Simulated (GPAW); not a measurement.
# Surface energy and work function of Ag(110) from slabs of 4 to 14 layers (LDA)

How do energy and work function of Ag(110) films settle with thickness, and what surface energy follows?

Set-up. GPAW 26.7.0, plane waves at 450 eV with PAW setups; symmetric 1×1 slabs cut at the tabulated lattice constant (two decimals; low-temperature values for the alkali metals), atoms at bulk places, 7.5 Å of vacuum on each side, one in-plane mesh for all thicknesses, Fermi-Dirac smearing of 0.1 eV. Energies are extrapolated to zero smearing and count from the program's reference atoms. Functional LDA. The cell's area is 11.829 Å².

The runs, one held back:

| layers | energy (eV) | work function (eV) |
| --- | --- | --- |
| 4 | −13.4675 | 4.57 |
| 5 | −17.4070 | 4.58 |
| 6 | −21.2827 | 4.59 |
| 7 | −25.2205 | 4.55 |
| 8 | −29.0915 | 4.60 |
| 9 | −33.0263 | 4.54 |
| 10 | −36.9086 | 4.61 |
| 11 | −40.8255 | 4.52 |
| 12 | −44.7190 | 4.60 |
| 14 | ? | ? |

To predict: What surface energy do these runs give, and what energy and work function should the 14-layer slab have?

A: A slab of n layers has E(n) = nε + 2Aγ once its middle is bulk-like. A line through n = 6 to 12 has the slope ε = −3.9049 eV a layer and the intercept 2Aγ = 2.1331 eV (r.m.s. residual 12.7 meV). So γ = 2.1331 / (2 × 11.829 Å²) = 0.0902 eV/Å² = 1.44 J/m², with a standard error of about 0.02 J/m² from the scatter about the line. For 14 layers: 2.1331 + 14 × (−3.9049) = −52.535 eV; the run gives −52.526 eV, 9.0 meV over the line. The work function has no such law: from 6 to 12 layers it moves between 4.52 and 4.61 eV (mean 4.57), and the 14-layer slab gives 4.59 eV. The thinnest slab, 4 layers, lies 0.00 eV from that mean. The values go up and down with thickness, as expected where levels confined across the film cross the Fermi level one by one. The measured value for this face is 4.10 eV (“Anisotropic work function of elemental crystals” (2019, arxiv:1902.07811)); the unrelaxed 14-layer slab lies 0.49 eV over it.

Caveats: The surfaces are unrelaxed, so γ is an upper bound for this functional and lattice constant. The tabulated lattice constant isn't the functional's own, which strains the slab a little.
